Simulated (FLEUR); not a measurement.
# free Fe(110) film, 3 layers: parallel and opposed starts

Aim: find out whether free Fe(110) film, 3 layers carries moments, and which collinear order costs least.

Main program and level: FLEUR MaX-R8.1; PBEsol; all-electron FLAPW film, Dirac cores, scalar-relativistic bands.

This is a report of a sequence of runs, with most program output left out.

**1. Set-up**

The cell holds 3 atoms: 3 Fe. Cell: a = 2.482 Å, b = 2.482 Å, c = 18.053 Å, α = 90.0°, β = 90.0°, γ = 109.5°. Layers at typed spacings, unrelaxed. Vacuum lies along c.

Coordinates:

```xyz
3
Lattice="1.4330 -2.0266 0.0000 1.4330 2.0266 0.0000 0.0000 0.0000 18.0532" Properties=species:S:1:pos:R:3
Fe    0.0000    0.0000    7.0000
Fe    1.4330    0.0000    9.0266
Fe    0.0000    0.0000   11.0532
```

**2. Order 1, typed as ferro +++**

The parallel start comes first: it shows whether parallel moments hold.

inpgen writes inp.xml from crystal.txt; cutoffs, mixing, functional, smearing and local orbitals are then set in the file. The k list default-1 (kpts.xml, not shown) is a Γ-centred 12×12×1 mesh; where the ranks do not divide the number of points, some are split in two of half the weight.

Input file inp.xml:

```
<?xml version="1.0" encoding="UTF-8" standalone="no"?>
<fleurInput fleurInputVersion="0.39">
   <comment>
      Fe
   </comment>
   <calculationSetup>
      <cutoffs Kmax="3.68" Gmax="11.0" GmaxXC="11.0" numbands="0"/>
      <scfLoop itmax="120" minDistance="0.00002" maxIterBroyd="15" imix="Anderson" alpha="0.03" precondParam="0.0" spinf="2.0" sdNocoIR="T"/>
      <coreElectrons ctail="T" frcor="F" kcrel="1" coretail_lmax="0"/>
      <xcFunctional name="PBEs" relativisticCorrections="F"/>
      <magnetism jspins="2"/>
      <soc l_soc="F" theta="0.0" phi="0.0" spav="F"/>
      <expertModes spex="0" secvar="F"/>
      <geometryOptimization l_f="F" forcealpha="1.0" forcemix="BFGS" epsdisp="0.00001" epsforce="0.00001"/>
      <ldaU l_linMix="F" mixParam="0.05" spinf="1.0"/>
   </calculationSetup>
   <cell>
      <bzIntegration valenceElectrons="48.0" mode="hist" fermiSmearingEnergy="0.00183747">
         <kPointListSelection listName="default-1"/>
         <xi:include xmlns:xi="http://www.w3.org/2001/XInclude" href="kpts.xml"> </xi:include>
      </bzIntegration>
      <xi:include xmlns:xi="http://www.w3.org/2001/XInclude" href="sym.xml"> </xi:include>
      <filmLattice scale="1.0" dVac="12.92" dTilda="15.42">
         <bravaisMatrixFilm>
            <row-1>    2.7079775365518000    -3.8296584928783730</row-1>
            <row-2>    2.7079775365518000     3.8296584928783730</row-2>
         </bravaisMatrixFilm>
         <vacuumEnergyParameters vacuum="1" spinUp="-.25" spinDown="-.25"/>
      </filmLattice>
   </cell>
   <atomSpecies>
      <species name="Iron (Fe) 2.800" element="Fe" atomicNumber="26">
         <mtSphere radius="2.23" gridPoints="737" logIncrement="0.016"/>
         <atomicCutoffs lmax="8" lnonsphr="6"/>
         <electronConfig flipSpins="F">
            <coreConfig>(1s1/2) (2s1/2) (2p1/2) (2p3/2)</coreConfig>
            <valenceConfig>(3s1/2) (3p1/2) (3p3/2) (4s1/2) (3d3/2) (3d5/2)</valenceConfig>
            <stateOccupation state="(3d3/2)" spinUp="1.4" spinDown="1.0"/>
            <stateOccupation state="(3d5/2)" spinUp="3.0" spinDown="0.6"/>
         </electronConfig>
         <energyParameters s="4" p="4" d="3" f="4"/>
         <lo type="SCLO" l="0" n="3" eDeriv="0"/>
         <lo type="SCLO" l="1" n="3" eDeriv="0"/>
      </species>
   </atomSpecies>
   <atomGroups>
      <atomGroup species="Iron (Fe) 2.800">
         <filmPos label="                   1">.0000000000 .0000000000 -3.8297153215</filmPos>
         <filmPos label="                   3">.0000000000 .0000000000 3.8297153215</filmPos>
         <force calculate="T" relaxXYZ="TTT"/>
      </atomGroup>
      <atomGroup species="Iron (Fe) 2.800">
         <filmPos label="                   2">1.000/2.000 1.000/2.000 .0000000000</filmPos>
         <force calculate="T" relaxXYZ="TTT"/>
      </atomGroup>
   </atomGroups>
   <output dos="F" band="F" slice="F">
      <bandDOS minEnergy="-.5*Htr" maxEnergy="0.5*Htr" sigma="0.015" storeEVData="T"/>
      <plotting iplot="0" polar="F">
         <plot TwoD="T" vec1="  1.0  0.0  0.0" vec2="  0.0  1.0  0.0" vec3="  0.0  0.0  1.0" zero="  0.0  0.0 -0.5" file="plot"/>
      </plotting>
      <moessbauerParams electricFieldGradient="F" isomerShift="T" coreHyperfine="T" valenceHyperfine="T"/>
   </output>
</fleurInput>
```

Input file crystal.txt:

```
Fe
&input film=T cartesian=F /
1.43300000000  -2.02656800000  0.00000000000
1.43300000000  2.02656800000  0.00000000000
0.00000000000  0.00000000000  1.00000000000
1.8897261246
1.0 1.0 1.0

3
26 0.00000000000  0.00000000000  -3.82971532153 : 2.800
26 0.50000000000  0.50000000000  0.00000000000 : 2.800
26 0.00000000000  0.00000000000  3.82971532153 : 2.800

&kpt div1=12 div2=12 div3=1 gamma=T /
```

On the command line:

```bash
OMP_NUM_THREADS=1 inpgen -f crystal.txt > inpgen.log  # inp.xml is then edited as shown
OMP_NUM_THREADS=1 mpirun -n 4 fleur_MPI > fleur.log
```

Wall time 43 s (4 MPI ranks of Intel Xeon Platinum 8375C at 2.90GHz (Ice Lake), shared host); peak memory 0.32 GiB.

Spin moment in the muffin-tin sphere by atom:

```tsv
atom	spin moment in the muffin-tin sphere (μB)
Fe1	2.66
Fe2	2.48
Fe3	2.66
```

Read from the output:

```
free energy                                                       : -103807.1338 eV
program's band gap on this mesh (in a metal only a level spacing) : 0.01748 eV
magnetization                                                     : 7.778 μB
final state                                                       : ferromagnetic
```

After 32 cycles the largest moment stands at 2.66 μB.

**3. Run 2 (ferri +-+)**

An opposed order shows whether neighbours prefer unlike signs.

Changes to inp.xml since step 2:

```diff
@@ -44,2 +44,15 @@
       </species>
+      <species name="Iron (Fe) -2.800" element="Fe" atomicNumber="26">
+         <mtSphere radius="2.23" gridPoints="737" logIncrement="0.016"/>
+         <atomicCutoffs lmax="8" lnonsphr="6"/>
+         <electronConfig flipSpins="F">
+            <coreConfig>(1s1/2) (2s1/2) (2p1/2) (2p3/2)</coreConfig>
+            <valenceConfig>(3s1/2) (3p1/2) (3p3/2) (4s1/2) (3d3/2) (3d5/2)</valenceConfig>
+            <stateOccupation state="(3d3/2)" spinUp="1.0" spinDown="1.4"/>
+            <stateOccupation state="(3d5/2)" spinUp="0.6" spinDown="3.0"/>
+         </electronConfig>
+         <energyParameters s="4" p="4" d="3" f="4"/>
+         <lo type="SCLO" l="0" n="3" eDeriv="0"/>
+         <lo type="SCLO" l="1" n="3" eDeriv="0"/>
+      </species>
    </atomSpecies>
@@ -51,3 +64,3 @@
       </atomGroup>
-      <atomGroup species="Iron (Fe) 2.800">
+      <atomGroup species="Iron (Fe) -2.800">
          <filmPos label="                   2">1.000/2.000 1.000/2.000 .0000000000</filmPos>
```

Changes to crystal.txt since step 2:

```diff
@@ -10,3 +10,3 @@
 26 0.00000000000  0.00000000000  -3.82971532153 : 2.800
-26 0.50000000000  0.50000000000  0.00000000000 : 2.800
+26 0.50000000000  0.50000000000  0.00000000000 : -2.800
 26 0.00000000000  0.00000000000  3.82971532153 : 2.800
```

It took 56 s on 4 MPI ranks; peak memory 0.32 GiB; 3.7 min of CPU time.

Spin moment in the muffin-tin sphere by atom:

```tsv
atom	spin moment in the muffin-tin sphere (μB)
Fe1	2.43
Fe2	-2.17
Fe3	2.43
```

Numbers from this step:

* free energy: -103806.5412 eV
* program's band gap on this mesh (in a metal only a level spacing): 0.003466 eV
* magnetization: 2.608 μB
* final state: ferrimagnetic

It lies 198 meV a seeded atom over the first start, and its largest moment is 2.43 μB against 2.66 μB.

**4. Run 3 (no spin polarisation)**

A spinless run gives the zero against which the gain from the moments is read.

Changes to inp.xml since step 3:

```diff
@@ -10,3 +10,3 @@
       <xcFunctional name="PBEs" relativisticCorrections="F"/>
-      <magnetism jspins="2"/>
+      <magnetism jspins="1"/>
       <soc l_soc="F" theta="0.0" phi="0.0" spav="F"/>
@@ -31,3 +31,3 @@
    <atomSpecies>
-      <species name="Iron (Fe) 2.800" element="Fe" atomicNumber="26">
+      <species name="Iron (Fe)" element="Fe" atomicNumber="26">
          <mtSphere radius="2.23" gridPoints="737" logIncrement="0.016"/>
@@ -37,17 +37,4 @@
             <valenceConfig>(3s1/2) (3p1/2) (3p3/2) (4s1/2) (3d3/2) (3d5/2)</valenceConfig>
-            <stateOccupation state="(3d3/2)" spinUp="1.4" spinDown="1.0"/>
-            <stateOccupation state="(3d5/2)" spinUp="3.0" spinDown="0.6"/>
-         </electronConfig>
-         <energyParameters s="4" p="4" d="3" f="4"/>
-         <lo type="SCLO" l="0" n="3" eDeriv="0"/>
-         <lo type="SCLO" l="1" n="3" eDeriv="0"/>
-      </species>
-      <species name="Iron (Fe) -2.800" element="Fe" atomicNumber="26">
-         <mtSphere radius="2.23" gridPoints="737" logIncrement="0.016"/>
-         <atomicCutoffs lmax="8" lnonsphr="6"/>
-         <electronConfig flipSpins="F">
-            <coreConfig>(1s1/2) (2s1/2) (2p1/2) (2p3/2)</coreConfig>
-            <valenceConfig>(3s1/2) (3p1/2) (3p3/2) (4s1/2) (3d3/2) (3d5/2)</valenceConfig>
-            <stateOccupation state="(3d3/2)" spinUp="1.0" spinDown="1.4"/>
-            <stateOccupation state="(3d5/2)" spinUp="0.6" spinDown="3.0"/>
+            <stateOccupation state="(3d3/2)" spinUp="1.200000" spinDown="1.200000"/>
+            <stateOccupation state="(3d5/2)" spinUp="1.800000" spinDown="1.800000"/>
          </electronConfig>
@@ -59,3 +46,3 @@
    <atomGroups>
-      <atomGroup species="Iron (Fe) 2.800">
+      <atomGroup species="Iron (Fe)">
          <filmPos label="                   1">.0000000000 .0000000000 -3.8297153215</filmPos>
@@ -64,3 +51,3 @@
       </atomGroup>
-      <atomGroup species="Iron (Fe) -2.800">
+      <atomGroup species="Iron (Fe)">
          <filmPos label="                   2">1.000/2.000 1.000/2.000 .0000000000</filmPos>
```

Input file crystal.txt:

```
Fe
&input film=T cartesian=F /
1.43300000000  -2.02656800000  0.00000000000
1.43300000000  2.02656800000  0.00000000000
0.00000000000  0.00000000000  1.00000000000
1.8897261246
1.0 1.0 1.0

3
26 0.00000000000  0.00000000000  -3.82971532153
26 0.50000000000  0.50000000000  0.00000000000
26 0.00000000000  0.00000000000  3.82971532153

&kpt div1=12 div2=12 div3=1 gamma=T /
```

It took 26 s on 4 MPI ranks; peak memory 0.26 GiB.

Read from the output:

- free energy: -103805.3604 eV
- program's band gap on this mesh (in a metal only a level spacing): 1.96e-4 eV
- final state: non-magnetic (no spin polarisation)

It lies 591 meV a seeded atom over the first start.

**5. The states side by side**

Free energies are divided by the number of seeded atoms.

Orders:

```tsv
start	final state	typed order kept	energy over the lowest (meV a seeded atom)	largest sphere moment (μB)	net moment (μB a primitive cell)	mesh matched	CPU time (s)
ferro +++	ferromagnetic	yes	0	2.66	7.778	yes	171
ferri +-+	ferrimagnetic	yes	197.6	2.432	2.608	yes	222.4
no spin polarisation	non-magnetic	-	591.1	0	0	yes	103
```

**6. Spin–orbit coupling, moments along z**

Spin–orbit coupling ties the spins to the lattice and lets orbital moments form.

A new self-consistent run of the start ferro +++, with the moments along z.

Changes to inp.xml since step 2:

```diff
@@ -6,3 +6,3 @@
    <calculationSetup>
-      <cutoffs Kmax="3.68" Gmax="11.0" GmaxXC="11.0" numbands="0"/>
+      <cutoffs Kmax="3.68" Gmax="11.0" GmaxXC="11.0" numbands="108"/>
       <scfLoop itmax="120" minDistance="0.00002" maxIterBroyd="15" imix="Anderson" alpha="0.03" precondParam="0.0" spinf="2.0" sdNocoIR="T"/>
@@ -11,3 +11,3 @@
       <magnetism jspins="2"/>
-      <soc l_soc="F" theta="0.0" phi="0.0" spav="F"/>
+      <soc l_soc="T" theta="0.0" phi="0.0" spav="F"/>
       <expertModes spex="0" secvar="F"/>
```

Changes to crystal.txt since step 2:

```diff
@@ -13,2 +13,3 @@
 
+&soc 0.0000000 0.0000000 /
 &kpt div1=12 div2=12 div3=1 gamma=T /
```

Wall time 2.8 min (4 MPI ranks); peak memory 0.54 GiB; 11 min of CPU time.

Spin moment in the muffin-tin sphere by atom:

```tsv
atom	spin moment in the muffin-tin sphere (μB)
Fe1	2.66
Fe2	2.48
Fe3	2.66
```

This step gave:

```yaml
free_energy: -103807.1832 eV
program_s_band_gap_on_this_mesh_in_a_metal_only_a_level_spacing: 0 eV
magnetization: 7.772 μB
final_state: ferromagnetic
orbital_moment_along_the_spin: 0.0547 μB
```

Orbital moment in the sphere, along the spin axis by atom:

```tsv
atom	orbital moment in the sphere, along the spin axis (μB)
Fe1	0.0547
Fe2	0.0454
Fe3	0.0547
```

Fields along z, the direction of positive moments; semicore shells count as valence. Hyperfine fields at the nuclei:

```tsv
atom	core contact (T)	valence contact (T)	dipolar (T)	orbital (T)	sum (T)	density at the nucleus (e/bohr³)
Fe1	-66.56	37.11	3.643	2.978	-22.83	15120
Fe2	-63.99	27.69	0.5555	2.332	-33.41	15120
Fe3	-66.56	37.11	3.643	2.978	-22.83	15120
```

**7. Outcome**

```json
{
 "lowest state found": "ferromagnetic (typed ferro +++)",
 "largest site spin moment": "2.66 μB",
 "next finished state": "ferrimagnetic, 198 meV a seeded atom higher",
 "energy gained by spin polarisation": "591 meV a seeded atom",
 "hyperfine field at Fe1, along its moment": "-22.8 T",
 "orbital moment on the atom of largest spin, along its spin (spin–orbit run)": "0.0547 μB"
}
```

The lowest state found is ferromagnetic, reached from the start ferro +++, with moments up to 2.66 μB. The next finished state costs 198 meV a seeded atom. At Fe1 the core shells give -66.6 T and the valence and semicore s states 37.1 T along the moment, -11.1 T per μB together; orbital and dipolar parts add 6.6 T. Semilocal functionals tend to give too weak a core polarisation. The orbital moment is parallel to the spin. Only 3 starts were tried; other patterns of signs, canted and longer-period orders were not.

[Logs and program files are shortened in this print: banners, set-up blocks, solver, clock and traceback lines can be left out without a mark of their own.]

[Logs are printed without paths, hosts, clocks, repeated set-up lines and the standing remarks that a program may print on its own settings, such as how far it seeks lower states.]

[Hosts, paths, dates, database ids (printed as entryN), source tags and the programs' standing remarks are cut or masked in the printed files.]

[Where a cell is said to come from a database of computed structures, the database is the Materials Project.]
